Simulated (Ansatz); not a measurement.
## How Al2O3 (Corundum) absorbs and reflects light

Aim: the dielectric function of Al2O3 (Corundum), and the optical constants that follow from it.

Calculated with Ansatz 0.2.0; DFT, PBE, plane-wave PAW, default files, scalar-relativistic, independent-particle optical response without local fields.

Experimental background.

“Multi-petahertz electron interference in Cr:Al2O3 solid-state material” (2018, pmc:5906618) quotes from earlier work for Al2O3, alpha (corundum) (high-purity reference sample): band gap (optical band gap of host from absorption) 8.7 eV [literature value quoted for a high-purity sample; optical absorption edge, temperature …].

“Measurement of optical constants of TiN and TiN/Ti/TiN multilayer films for microwave kinetic inductance photon-number-resolving detectors” (2018, arxiv:1802.06737) reports for Al2O3, corundum, by spectrophotometer reflectance and transmittance with transfer-matrix analysis (500 um thick double-side polished bare wafer, 300 K): refractive index (n, approximately wavelength independent over 400-2000 nm, normal …) 1.75 [single wavelength-independent value for 400-2000 nm, dispersion neglected; derived from R …].

### Step 1. The starting structure

Symmetry: R-3c, No. 167, trigonal system. Conventional cell: a = 4.760 Å, b = 4.760 Å, c = 12.996 Å, α = 90.00°, β = 90.00°, γ = 120.00°. Al has 6 O at 1.85 to 1.97 Å nearest. Nearest to O lie 4 Al at 1.85 to 1.97 Å. Farther neighbours and most contacts between anions are not listed.

### Step 2. Ground state and bands

First the ground state: is it a metal or has it a gap?

This step: DFT, PBE, plane-wave PAW, default files, scalar-relativistic, ground state (Ansatz 0.2.0).

input.yaml reads:

```yaml
crystal:
  lattice:
    - [2.38025, 1.3742379782, 4.3318666667]
    - [-2.38025, 1.3742379782, 4.3318666667]
    - [0.0, -2.7484759565, 4.3318666667]
  atoms:
    - { symbol: Al, position: [0.85216, 0.85216, 0.85216] }
    - { symbol: Al, position: [0.64784, 0.64784, 0.64784] }
    - { symbol: Al, position: [0.14784, 0.14784, 0.14784] }
    - { symbol: Al, position: [0.35216, 0.35216, 0.35216] }
    - { symbol: O, position: [0.05668, 0.75, 0.44332] }
    - { symbol: O, position: [0.75, 0.44332, 0.05668] }
    - { symbol: O, position: [0.44332, 0.05668, 0.75] }
    - { symbol: O, position: [0.94332, 0.25, 0.55668] }
    - { symbol: O, position: [0.25, 0.55668, 0.94332] }
    - { symbol: O, position: [0.55668, 0.94332, 0.25] }
kpoints:
  mp_grid: { grid: [6, 6, 6] }
  band_path:
    path:
      - [[0.0, 0.0, 0.0], [0.5, 0.0, 0.0], [0.5, 0.23376048, -0.23376048]]
      - [[0.76623952, 0.5, 0.23376048], [0.5, 0.5, 0.5], [0.0, 0.0, 0.0], [0.36688024, 0.0, -0.36688024]]
      - [[0.63311976, 0.36688024, 0.0], [0.5, 0.5, 0.0], [0.63311976, 0.63311976, 0.23376048], [0.5, 0.5, 0.5]]
      - [[0.5, 0.0, 0.0], [0.76623952, 0.36688024, 0.36688024]]
    npoints: 6
scf:
  occupations: { method: fermi_dirac, width: 0.05 }
  n_extra_bands: 14
hamiltonian:
  xc: pbe
  pseudopotentials: { kind: paw }
output:
  forces: true
  stress: true
  populations: true
  write_bands: true
```

The run is started by

```bash
ansatz run input.yaml --threads 4 --pin off --max-ram 8192MiB --backend cpu --events-out ev --progress --plain --runs-dir out
```

Numbers of over 12 decimals in the logs are rounded to 6 here.

Log:

```text
scf.n_extra_bands = 14 over 24 filled bands (N_el = 48.0): the run solves 38 bands
Engine: ansatz 0.2.0, aarch64-unknown-linux-gnu
Pseudopotentials: kind: paw
Pseudopotential: Al, paw, valence charge 3, recommended cutoff 420 eV (normal), Al.paw.azcp
Pseudopotential: O, paw, valence charge 6, recommended cutoff 420 eV (normal), O.paw.azcp
Functional definition: PBE
  parameter kappa = 0.804
  parameter beta = 0.066725
  exchange = pbe_x(kappa = kappa, mu = beta*pi^2/3)
  correlation = pbe_c(beta = beta)
Crystal: 10 atoms, lattice volume = 85.018 Å³
Basis set: ecut = 420 eV, 1653 PW (Γ), exchange–correlation on 72×72×72 points (8 copies of the dense FFT grid, shifted against one another)
Bands: 38, of which v1, the nominal top of the filled ones, is band 24 counted from 1 (23 counted from 0)
Symmetry: 12 space group operations
Space group: R-3c (ITA 167), of the structure as read, at distance tolerance 4.4e-5 Å
k-points: 32 of 216
Non-local potential: Al, projectors of the file, l = 0: 2, l = 1: 2, l = 2: 1
Non-local potential: O, projectors of the file, l = 0: 2, l = 1: 2, l = 2: 1
PAW form: soft (Blöchl's): semilocal exchange-correlation on the pseudo side does not see the compensation charge
PAW one-centre angular grid: Al, 110 points (default); XC on 64 Gauss nodes
PAW one-centre angular grid: O, 110 points (default); XC on 64 Gauss nodes
Initial density: superposition of atomic densities (neutral atoms: chi_scale 0, normalization atom), corrected by the library's trained network
Initial wavefunctions: pseudopotential atomic-orbital guess
Functional: x = pbe(κ = 0.804, μ = 0.219515), c = pbe(β = 0.066725)
SCF iter   1: F=—  HF=-5569.549125 eV  |F-HF|=—  |Δ(HF+E_count)|=         —  Δρ=1.74e-3  dr2=1.30e-3  ethr=1.77e-3  ⟨swp⟩=6.3  Hψ=6004  notcnv=0  defer=39
preconditioner: auto → Resta (q_TF=auto, 2.480 Å⁻¹)  ε∞=3.3  [insulator: Δε(μ)=6.209 eV  Ē_g=18.469 eV  σ=0.050 eV  W_gap=1.00  n_scr=20 (ndim 8)  ℏωp=27.9 eV  f_vac=0.000  D(μ)=0.00/eV (n_scr^D=0)  ε∞_Penn≈3.3]
SCF iter   2: F=—  HF=-5569.550184 eV  |F-HF|=—  |Δ(HF+E_count)|=   1.06e-3  Δρ=8.53e-4  dr2=2.23e-4  ethr=2.71e-6  ⟨swp⟩=2.0  Hψ=2228  notcnv=0  defer=95
SCF iter   3: F=—  HF=-5569.550767 eV  |F-HF|=—  |Δ(HF+E_count)|=   5.84e-4  Δρ=2.88e-4  dr2=3.41e-5  ethr=4.65e-7  ⟨swp⟩=2.3  Hψ=1659  notcnv=0  defer=95
SCF iter   4: F=—  HF=-5569.550867 eV  |F-HF|=—  |Δ(HF+E_count)|=   9.96e-5  Δρ=4.58e-5  dr2=1.07e-6  ethr=7.11e-8  ⟨swp⟩=2.0  Hψ=1615  notcnv=0  defer=95
iter 5 did not close the SCF: its close was put off for the readings that it lacked (scf_convergence_deferred on its scf_iter line)
SCF iter   5: F=-5569.550868 eV  HF=-5569.550868 eV  |F-HF|=2.35e-8  |Δ(HF+E_count)|=   1.33e-6  Δρ=7.54e-6  dr2=1.89e-8  ethr=2.23e-9  ⟨swp⟩=2.0  Hψ=1662  notcnv=0  defer=95
SCF iter   6: F=-5569.550868 eV  HF=-5569.550868 eV  |F-HF|=3.18e-10  |Δ(HF+E_count)|=   2.56e-8  Δρ=1.67e-6  dr2=1.75e-9  ethr=3.95e-11  ⟨swp⟩=7.5  Hψ=5600  notcnv=0
SCF 1 converged in 6 iterations: F = -5569.550868 eV  dr2 = 1.75e-9
  greatest PAW one-centre occupation: 0.859 electrons in one spin orbital (limit 2), on the O atom at site 9 (counted from 0), in its partial waves of l = 0
NSCF: frozen V_eff on 58 k-points
SCF converged after 6 iterations
Free energy (F): -5569.550868 eV
Harris-Foulkes:  -5569.550868 eV  (|F-HF|=3.18e-10)
Internal energy: -5569.550868 eV  (E = F + TS)
E sigma→0 (E₀):  -5569.550868 eV
Fermi energy:    10.921900 eV
--- Per-component energies (eV) ---
  E_band       = 66.965571
  E_kinetic    = 1184.757069
  E_local      = -1979.097863  (includes V_loc(G=0)·N_el)
  E_nonlocal   = 324.568273
  E_hartree    = 734.069763
  E_xc         = -613.961183
  E_vxc        = -697.573878  (∫ρ·V_xc dr)
  E_paw        = -2822.171533  (= ΣΔE_a)
  E_vpaw       = -233.841774  (= ΣTr[D̂ρ^β])
  E_aug_tail   = 0.015174  (compensation charges beyond the density's cutoff)
  E_ewald      = -2397.730569
  E_smearing   = -0.000000  (= −TS)
  E_closure    = 0.000000  (closes the sum)
  Σ components = -5569.550868   (vs F -5569.550868, Δ=0.00e0)
--- Forces (eV/Å), atoms counted from 1 ---
  atom   1  Al     0.00000000     0.00000000    -0.02901527
  atom   2  Al     0.00000000    -0.00000000     0.02901527
  atom   3  Al    -0.00000000    -0.00000000     0.02901527
  atom   4  Al    -0.00000000     0.00000000    -0.02901527
  atom   5  O     -0.01254788    -0.02173357    -0.00000000
  atom   6  O     -0.01254788     0.02173357     0.00000000
  atom   7  O      0.02509576     0.00000000    -0.00000000
  atom   8  O      0.01254788     0.02173357     0.00000000
  atom   9  O      0.01254788    -0.02173357    -0.00000000
  atom  10  O     -0.02509576     0.00000000    -0.00000000
  max |Σ_I F_I| component: 1.27e-17 eV/Å
--- Stress (GPa, compression-positive) ---
        7.538220       0.000000       0.000000
        0.000000       7.538220       0.000000
       -0.000000       0.000000       6.951250
  P = ⅓ Tr σ = 7.3426 GPa (73.426 kbar)
--- Band table (eV; the first three rows and the last of 32) ---
  k-point 0: bands = [... 20 lower, 7.2533, 7.7066, 7.7066, 7.7509, 13.9678, 16.9105, 18.5126, 19.2897, ... 10 higher]
  k-point 1: bands = [... 20 lower, 7.0658, 7.4032, 7.6666, 7.7001, 14.5977, 17.4177, 18.0774, 18.9780, ... 10 higher]
  k-point 2: bands = [... 20 lower, 6.9074, 7.1998, 7.5192, 7.5646, 15.9118, 17.5684, 17.9221, 18.2813, ... 10 higher]
  k-point 31: bands = [... 20 lower, 7.3683, 7.3683, 7.3683, 7.3683, 16.4293, 16.4293, 18.8590, 18.8590, ... 10 higher]
--- Löwdin populations: 10 sites ---
  site symbol       q [e]
     0     Al      1.7068
     1     Al      1.7068
     2     Al      1.7068
     3     Al      1.7068
     4      O      6.7993
     5      O      6.7993
     6      O      6.7993
     7      O      6.7993
     8      O      6.7993
     9      O      6.7993
  spilling = 0.007855 (of n_electrons = 48.000000)
```

Run time: 3.4 s. Hardware: 4 threads of Arm Neoverse V1, shared host; peak memory 0.42 GiB.

This step gave:

| Quantity | Value |
| --- | --- |
| free energy | -5569.5509 eV |
| Fermi energy | 10.92 eV |
| gap by band count | 6.217 eV |
| electrons | 48 |
| symmetry operations | 12 |
| pressure | 7.343 GPa |
| gap on the k-mesh | 6.217 eV |
| volume | 85.02 Å³ |
| gap on the path | 6.217 eV |
| least direct gap on the path | 6.217 eV |

There is a gap, 6.22 eV on the path, so no carriers' term is needed. The cell is left with a pressure of 7.3 GPa and forces up to 0.03 eV/Å, as it stands unrelaxed at this level.

Electronic bands along the path, in eV, zero at the Fermi level; v1 is the highest filled band, c1 the lowest empty one:

| point | v4 | v3 | v2 | v1 | c1 | c2 | c3 | c4 |
| --- | --- | --- | --- | --- | --- | --- | --- | --- |
| Γ | -3.67 | -3.21 | -3.21 | -3.17 | 3.05 | 5.99 | 7.59 | 8.37 |
| halfway | -3.94 | -3.62 | -3.33 | -3.28 | 4.30 | 6.89 | 6.98 | 7.63 |
| L | -4.08 | -4.08 | -3.44 | -3.44 | 6.30 | 6.30 | 6.48 | 6.48 |
| halfway | -4.01 | -4.01 | -3.49 | -3.49 | 6.21 | 6.21 | 6.69 | 6.69 |
| B1 | -4.02 | -4.02 | -3.68 | -3.68 | 6.54 | 6.54 | 6.96 | 6.96 |
| jump to B | -4.02 | -4.02 | -3.68 | -3.68 | 6.54 | 6.54 | 6.96 | 6.96 |
| halfway | -4.03 | -4.03 | -3.71 | -3.71 | 6.21 | 6.21 | 7.64 | 7.64 |
| Z | -3.55 | -3.55 | -3.55 | -3.55 | 5.51 | 5.51 | 7.94 | 7.94 |
| halfway | -3.68 | -3.68 | -3.29 | -3.29 | 4.03 | 6.04 | 7.43 | 8.50 |
| Γ | -3.67 | -3.21 | -3.21 | -3.17 | 3.05 | 5.99 | 7.59 | 8.37 |
| halfway | -4.02 | -3.70 | -3.35 | -3.26 | 4.72 | 6.61 | 7.17 | 7.31 |
| X | -4.06 | -4.02 | -3.73 | -3.46 | 6.34 | 6.38 | 6.58 | 7.06 |
| jump to Q | -4.06 | -4.02 | -3.73 | -3.46 | 6.34 | 6.38 | 6.58 | 7.06 |
| halfway | -4.13 | -4.01 | -3.91 | -3.44 | 6.44 | 6.63 | 6.63 | 7.07 |
| F | -4.20 | -4.09 | -3.91 | -3.43 | 6.47 | 6.56 | 6.76 | 7.24 |
| halfway | -4.20 | -4.04 | -3.94 | -3.48 | 6.58 | 6.61 | 6.84 | 7.11 |
| P1 | -4.21 | -4.03 | -3.92 | -3.64 | 6.58 | 6.77 | 7.03 | 7.21 |
| halfway | -3.97 | -3.89 | -3.69 | -3.67 | 6.06 | 6.07 | 7.55 | 8.06 |
| Z | -3.55 | -3.55 | -3.55 | -3.55 | 5.51 | 5.51 | 7.94 | 7.94 |
| jump to L | -4.08 | -4.08 | -3.44 | -3.44 | 6.30 | 6.30 | 6.48 | 6.48 |
| halfway | -4.23 | -3.97 | -3.63 | -3.54 | 6.15 | 6.38 | 6.68 | 7.01 |
| P | -4.21 | -4.03 | -3.92 | -3.64 | 6.58 | 6.77 | 7.03 | 7.21 |

### Step 3. Spectrum

With the density converged, the vertical transitions are summed over the zone.

This step: DFT, PBE, plane-wave PAW, default files, scalar-relativistic, independent-particle optical response without local fields (Ansatz 0.2.0).

input.yaml, the sections that differ from step 2:

```yaml
kpoints:
  mp_grid: { grid: [6, 6, 6] }
scf:
  occupations: { method: fixed }
output:
  optics:
    e_range: [0, 14]
    de: 0.05
    sigma: 0.1
    nscf_kmesh: { grid: [6, 6, 6] }
    bands: { spectra_wanted_up_to: 14 }
# crystal, hamiltonian: as in step 2
```

Log:

```text
[...]
Crystal: 10 atoms, lattice volume = 85.018 Å³
Basis set: ecut = 420 eV, 1653 PW (Γ)
Bands: 34, of which v1, the nominal top of the filled ones, is band 24 counted from 1 (23 counted from 0)
Symmetry: 12 space group operations
[...]
k-points: 32 of 216
[...]
SCF iter   1: F=—  HF=-5569.548913 eV  |F-HF|=—  |Δ(HF+E_count)|=         —  Δρ=1.69e-3  dr2=1.16e-3  ethr=1.77e-3  ⟨swp⟩=5.1  Hψ=4356  notcnv=0  defer=229
[...]
SCF iter   8: F=-5569.550902 eV  HF=-5569.550902 eV  |F-HF|=9.09e-13  |Δ(HF+E_count)|=  1.73e-11  Δρ=3.00e-8  dr2=5.77e-13  ethr=1.00e-12  ⟨swp⟩=12.2  Hψ=5170  notcnv=0
SCF 1 converged in 8 iterations: F = -5569.550902 eV  dr2 = 5.77e-13
[...]
NSCF: frozen V_eff on 32 k-points
[...]
output.optics: what the bands over the 55 summed would add to eps1, eps2 and the energy-loss function is held between a lower and an upper bound (7 Lanczos steps). eps1, eps2 and their loss function (loss_summed_bands) are given on every row as the summed bands alone make them. Along an axis, on a row where the two bounds hold the loss function to about 1 % of the greater of itself and 0.5 % of |1/eps|, its cell (loss_completed) is given, with the completed eps1 and eps2 that it is formed of (a cell that is left empty reads nan in the table and null in the record). The two bounds hold it so along every axis on all 281 rows up to 14.000 eV. [rest of the remark cut]
SCF converged after 8 iterations
Free energy (F): -5569.550902 eV
[...]
Internal energy: -5569.550902 eV  (E = F + TS)
E sigma→0 (E₀):  -5569.550902 eV
Fermi energy:    7.750942 eV
[...]
--- Band table (eV; the first three rows and the last of 32) ---
  k-point 0: bands = [... 20 lower, 7.2534, 7.7066, 7.7066, 7.7509, 13.9678, 16.9106, 18.5127, 19.2898, ... 6 higher]
  k-point 1: bands = [... 20 lower, 7.0658, 7.4033, 7.6667, 7.7001, 14.5977, 17.4177, 18.0775, 18.9780, ... 6 higher]
  k-point 2: bands = [... 20 lower, 6.9074, 7.1998, 7.5193, 7.5646, 15.9118, 17.5684, 17.9221, 18.2814, ... 6 higher]
  k-point 31: bands = [... 20 lower, 7.3683, 7.3683, 7.3683, 7.3683, 16.4293, 16.4293, 18.8590, 18.8590, ... 6 higher]
```

Wall time 23 s (4 threads); peak memory 1.1 GiB.

Numbers from this step:

* electronic dielectric constant ε∞, mean over x, y and z (by symmetry where fewer were run): 3.311
* absorption onset, first axis (α over 10⁴ cm⁻¹, or the direct gap if that lies higher): 6.238 eV
* main peak of Im epsilon, first axis: 11.24 eV
* least direct gap on the mesh: 6.217 eV
* bands summed: 55
* spectra valid up to: 23.63 eV
* program's estimate of the k-sum error in Im epsilon: 0.12 %
* electrons in the f-sum: 27.54

The Im ε by photon energy; read off at these points:

| photon energy (eV) | E ∥ x or y | E ∥ z |
| --- | --- | --- |
| 6.00 | 1.1e-5 | 1.1e-4 |
| 6.50 | 0.380 | 0.391 |
| 7.00 | 0.594 | 0.618 |
| 7.50 | 0.749 | 0.772 |
| 8.00 | 0.931 | 0.907 |
| 8.50 | 1.09 | 1.05 |
| 9.00 | 1.29 | 1.22 |
| 9.50 | 1.69 | 1.53 |
| 10.00 | 2.89 | 3.12 |
| 10.50 | 4.09 | 3.95 |
| 11.00 | 5.25 | 4.84 |
| 11.20 | 6.17 | 5.19 |
| 11.25 | 6.20 | 5.13 |
| 11.50 | 5.95 | 4.89 |
| 12.00 | 5.00 | 3.87 |
| 12.30 | 5.54 | 3.45 |
| 12.50 | 5.30 | 3.71 |
| 13.00 | 4.33 | 4.10 |
| 13.50 | 3.64 | 4.35 |
| 13.80 | 3.77 | 4.49 |
| 14.00 | 3.70 | 4.31 |

Re ε against photon energy:

| photon energy (eV) | E ∥ x or y | E ∥ z |
| --- | --- | --- |
| 0.0 | 3.33 | 3.28 |
| 0.5 | 3.33 | 3.29 |
| 1.0 | 3.34 | 3.30 |
| 1.5 | 3.36 | 3.32 |
| 2.0 | 3.39 | 3.34 |
| 2.5 | 3.42 | 3.38 |
| 3.0 | 3.47 | 3.42 |
| 3.5 | 3.53 | 3.48 |
| 4.0 | 3.60 | 3.55 |
| 4.5 | 3.70 | 3.65 |
| 5.0 | 3.82 | 3.76 |
| 5.5 | 3.98 | 3.92 |
| 6.0 | 4.24 | 4.19 |
| 6.5 | 4.58 | 4.50 |
| 7.0 | 4.60 | 4.50 |
| 7.5 | 4.69 | 4.56 |
| 8.0 | 4.81 | 4.66 |
| 8.5 | 5.00 | 4.83 |
| 9.0 | 5.32 | 5.12 |
| 9.5 | 5.99 | 5.68 |
| 10.0 | 5.68 | 6.69 |
| 10.5 | 6.27 | 5.39 |
| 11.0 | 5.41 | 4.54 |
| 11.5 | 2.99 | 2.84 |
| 12.0 | 3.12 | 2.40 |
| 12.5 | 1.64 | 2.96 |
| 13.0 | 1.02 | 2.82 |
| 13.5 | 1.50 | 2.48 |
| 14.0 | 1.64 | 2.20 |

Reflectivity at normal incidence against photon energy; read off at these points:

| photon energy (eV) | E ∥ x or y (%) | E ∥ z (%) |
| --- | --- | --- |
| 0.00 | 8.51 | 8.34 |
| 0.50 | 8.52 | 8.36 |
| 1.00 | 8.57 | 8.40 |
| 1.50 | 8.64 | 8.47 |
| 2.00 | 8.75 | 8.58 |
| 2.50 | 8.90 | 8.72 |
| 3.00 | 9.08 | 8.90 |
| 3.50 | 9.32 | 9.13 |
| 4.00 | 9.61 | 9.42 |
| 4.50 | 9.97 | 9.77 |
| 5.00 | 10.4 | 10.2 |
| 5.50 | 11.0 | 10.8 |
| 6.00 | 12.0 | 11.8 |
| 6.50 | 13.3 | 13.0 |
| 7.00 | 13.5 | 13.2 |
| 7.50 | 13.9 | 13.5 |
| 8.00 | 14.5 | 14.0 |
| 8.50 | 15.3 | 14.7 |
| 9.00 | 16.4 | 15.8 |
| 9.50 | 18.7 | 17.7 |
| 10.00 | 20.1 | 22.5 |
| 10.50 | 23.6 | 22.0 |
| 11.00 | 25.3 | 23.5 |
| 11.15 | 27.1 | 24.3 |
| 11.25 | 27.4 | 24.1 |
| 11.50 | 27.1 | 23.5 |
| 12.00 | 23.8 | 19.6 |
| 12.50 | 26.6 | 18.8 |
| 13.00 | 24.4 | 20.4 |
| 13.50 | 19.9 | 21.7 |
| 13.85 | 20.4 | 22.5 |
| 14.00 | 19.9 | 21.8 |

Values under 1 per cm are given as 1. Table of absorption coefficient by photon energy:

| photon energy (eV) | E ∥ x or y (1/cm) | E ∥ z (1/cm) |
| --- | --- | --- |
| 0.000 | 1 | 1 |
| 0.500 | 1 | 1 |
| 1.000 | 1 | 1 |
| 1.500 | 1 | 1 |
| 2.000 | 1 | 1 |
| 2.500 | 1 | 1 |
| 3.000 | 1 | 1 |
| 3.500 | 1 | 1 |
| 4.000 | 1 | 1 |
| 4.500 | 1 | 1 |
| 5.000 | 1 | 1 |
| 5.500 | 1 | 1 |
| 6.000 | 1.64 | 16.0 |
| 6.500 | 58358 | 60718 |
| 7.000 | 97974 | 1.0e5 |
| 7.500 | 1.3e5 | 1.4e5 |
| 8.000 | 1.7e5 | 1.7e5 |
| 8.500 | 2.1e5 | 2.0e5 |
| 9.000 | 2.5e5 | 2.4e5 |
| 9.500 | 3.3e5 | 3.1e5 |
| 10.000 | 6.0e5 | 6.0e5 |
| 10.500 | 8.3e5 | 8.5e5 |
| 11.000 | 1.2e6 | 1.1e6 |
| 11.500 | 1.6e6 | 1.4e6 |
| 12.000 | 1.4e6 | 1.3e6 |
| 12.500 | 1.8e6 | 1.2e6 |
| 13.000 | 1.7e6 | 1.4e6 |
| 13.500 | 1.5e6 | 1.5e6 |
| 14.000 | 1.6e6 | 1.6e6 |

The loss function −Im 1/ε at q → 0 has structure finer than the step of the table below, so its rows give means over 0.5 eV, whole bins alone (the curve runs from 0 to 14 eV). Peaks (eV: height): E ∥ x or y 13.25: 0.241; E ∥ z 12.10: 0.190.

Table of loss function −Im 1/ε at q → 0 by energy loss; means over each step:

| energy loss (eV) | E ∥ x or y | E ∥ z |
| --- | --- | --- |
| 5.5 | 0 | 0 |
| 6.0 | 3.9e-4 | 8.1e-4 |
| 6.5 | 0.0164 | 0.0181 |
| 7.0 | 0.0275 | 0.0297 |
| 7.5 | 0.0334 | 0.0361 |
| 8.0 | 0.0386 | 0.0403 |
| 8.5 | 0.0416 | 0.0429 |
| 9.0 | 0.0432 | 0.0439 |
| 9.5 | 0.0464 | 0.0449 |
| 10.0 | 0.0684 | 0.0616 |
| 10.5 | 0.0728 | 0.0901 |
| 11.0 | 0.0946 | 0.112 |
| 11.5 | 0.136 | 0.152 |
| 12.0 | 0.152 | 0.183 |
| 12.5 | 0.173 | 0.166 |
| 13.0 | 0.219 | 0.164 |
| 13.5 | 0.234 | 0.172 |

Optical constants at common wavelengths, from n + ik = √ε:

| wavelength (nm) | n xy | k xy | R (%) xy | 1/α xy | n z | k z | R (%) z | 1/α z |
| --- | --- | --- | --- | --- | --- | --- | --- | --- |
| 1550 | 1.83 | 0.000 | 8.5 | over 1 mm | 1.81 | 0.000 | 8.4 | over 1 mm |
| 1064 | 1.83 | 0.000 | 8.6 | over 1 mm | 1.82 | 0.000 | 8.4 | over 1 mm |
| 800 | 1.83 | 0.000 | 8.7 | over 1 mm | 1.82 | 0.000 | 8.5 | over 1 mm |
| 633 | 1.84 | 0.000 | 8.7 | over 1 mm | 1.83 | 0.000 | 8.6 | over 1 mm |
| 532 | 1.85 | 0.000 | 8.8 | over 1 mm | 1.83 | 0.000 | 8.7 | over 1 mm |
| 405 | 1.86 | 0.000 | 9.1 | over 1 mm | 1.85 | 0.000 | 8.9 | over 1 mm |
| 193 | 2.14 | 0.074 | 13.3 | 208 nm | 2.12 | 0.079 | 13.0 | 194 nm |

Rows near the edge hang on the gap, which this functional as a rule makes too small, and phonon-assisted absorption is left out.

A film 1 µm thick would pass 84 % of daylight and look colourless in transmission (x = 0.313, y = 0.330).

The f-sum over the summed bands holds 27.5 of the cell's 48 electrons outside the frozen cores, 12 of which lie in bands more than 12 eV below the Fermi level, whose transitions come at higher energies. Up to 14 eV the strength has a mean oscillator energy of 11.2 eV, and these transitions give 55 % of ε∞ − 1 along x; the rest comes from higher ones.

[end of part 1 of 2]

[Logs are printed without paths, hosts, clocks, repeated set-up lines and the standing remarks that a program may print on its own settings, such as how far it seeks lower states.]

[Hosts, paths, dates, database ids (printed as entryN), source tags and the programs' standing remarks are cut or masked in the printed files.]
